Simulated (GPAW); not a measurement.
The Si K edge of atom 5 in CuSi2P3 (P3m1), with 1 P at 2.16 Å and 3 P at 2.33 Å (distorted tetrahedral, site symmetry 3m), was computed in 2 ways: excited-electron core hole (neutral cell) and no core hole. Program and functional: GPAW, LDA, Gaussian full width 0.9 eV up to 4 eV, rising linearly to 3.5 eV at 25 eV; cells of 6 and 24 atoms (the run without a hole in the smaller).

Each run is counted from its own lowest empty level or Fermi level and scaled to a mean of 1 over its first 20 eV.

| E (eV) | run 1 | run 2 |
| --- | --- | --- |
| -2.00 | 0.00 | 0.00 |
| -1.25 | 0.00 | 0.00 |
| -0.50 | 0.05 | 0.12 |
| 0.25 | 0.59 | 1.26 |
| 1.00 | 0.90 | 2.25 |
| 1.75 | 1.44 | 1.91 |
| 2.50 | 1.86 | 1.35 |
| 3.25 | 0.88 | 0.88 |
| 4.00 | 0.80 | 1.33 |
| 4.75 | 1.52 | 1.32 |
| 5.50 | 1.24 | 0.81 |
| 6.25 | 0.84 | 0.63 |
| 7.00 | 0.64 | 0.67 |
| 7.75 | 0.86 | 1.01 |
| 8.50 | 1.05 | 1.11 |
| 9.25 | 1.04 | 0.98 |
| 10.00 | 1.07 | 0.92 |
| 10.75 | 1.02 | 0.83 |
| 11.50 | 0.87 | 0.77 |
| 12.25 | 0.85 | 0.84 |
| 13.00 | 0.96 | 0.93 |
| 13.75 | 1.05 | 0.93 |
| 14.50 | 1.02 | 0.84 |
| 15.25 | 0.95 | 0.77 |
| 16.00 | 0.90 | 0.76 |
| 16.75 | 0.89 | 0.78 |
| 17.50 | 0.89 | 0.78 |
| 18.25 | 0.90 | 0.78 |
| 19.00 | 0.90 | 0.76 |
| 19.75 | 0.87 | 0.72 |
| 20.50 | 0.81 | 0.67 |
| 21.25 | 0.77 | 0.66 |
| 22.00 | 0.76 | 0.67 |
| 22.75 | 0.76 | 0.68 |
| 23.50 | 0.77 | 0.68 |
| 24.25 | 0.77 | 0.68 |
| 25.00 | 0.77 | 0.67 |
| 25.75 | 0.78 | 0.67 |
| 26.50 | 0.78 | 0.67 |
| 27.25 | 0.79 | 0.66 |
| 28.00 | 0.80 | 0.66 |
| 28.75 | 0.79 | 0.65 |

Q: Which run is which?

Run 1: no core hole (area from −2 to 6 eV 7.1, main maxima 2.2 eV (2.03), 4.9 eV (1.53), 10.1 eV (1.07) and 13.9 eV (1.05)). Run 2: excited-electron core hole (neutral cell) (area from −2 to 6 eV 8.5, main maxima 0.9 eV (2.25), 4.4 eV (1.53), 8.3 eV (1.13) and 13.3 eV (0.95)). With each curve scaled to its own mean, the area from −2 to 6 eV with the hole is 8.5 against 7.1, and the centre of weight from −1 to 20 eV moves by -1.0 eV: the hole pulls the absorber's empty states down.

[Hosts, paths, dates, database ids (printed as entryN), source tags and the programs' standing remarks are cut or masked in the printed files.]

[Lists of maxima count a maximum above −3 eV only where it reaches 4 % of the highest in the window and stands out from its surroundings by 2 % of it (1.5 % where it reaches 55 %); shoulders and weaker maxima are passed over, and of the rest the first, up to two pre-edge ones and the few strongest are named.]
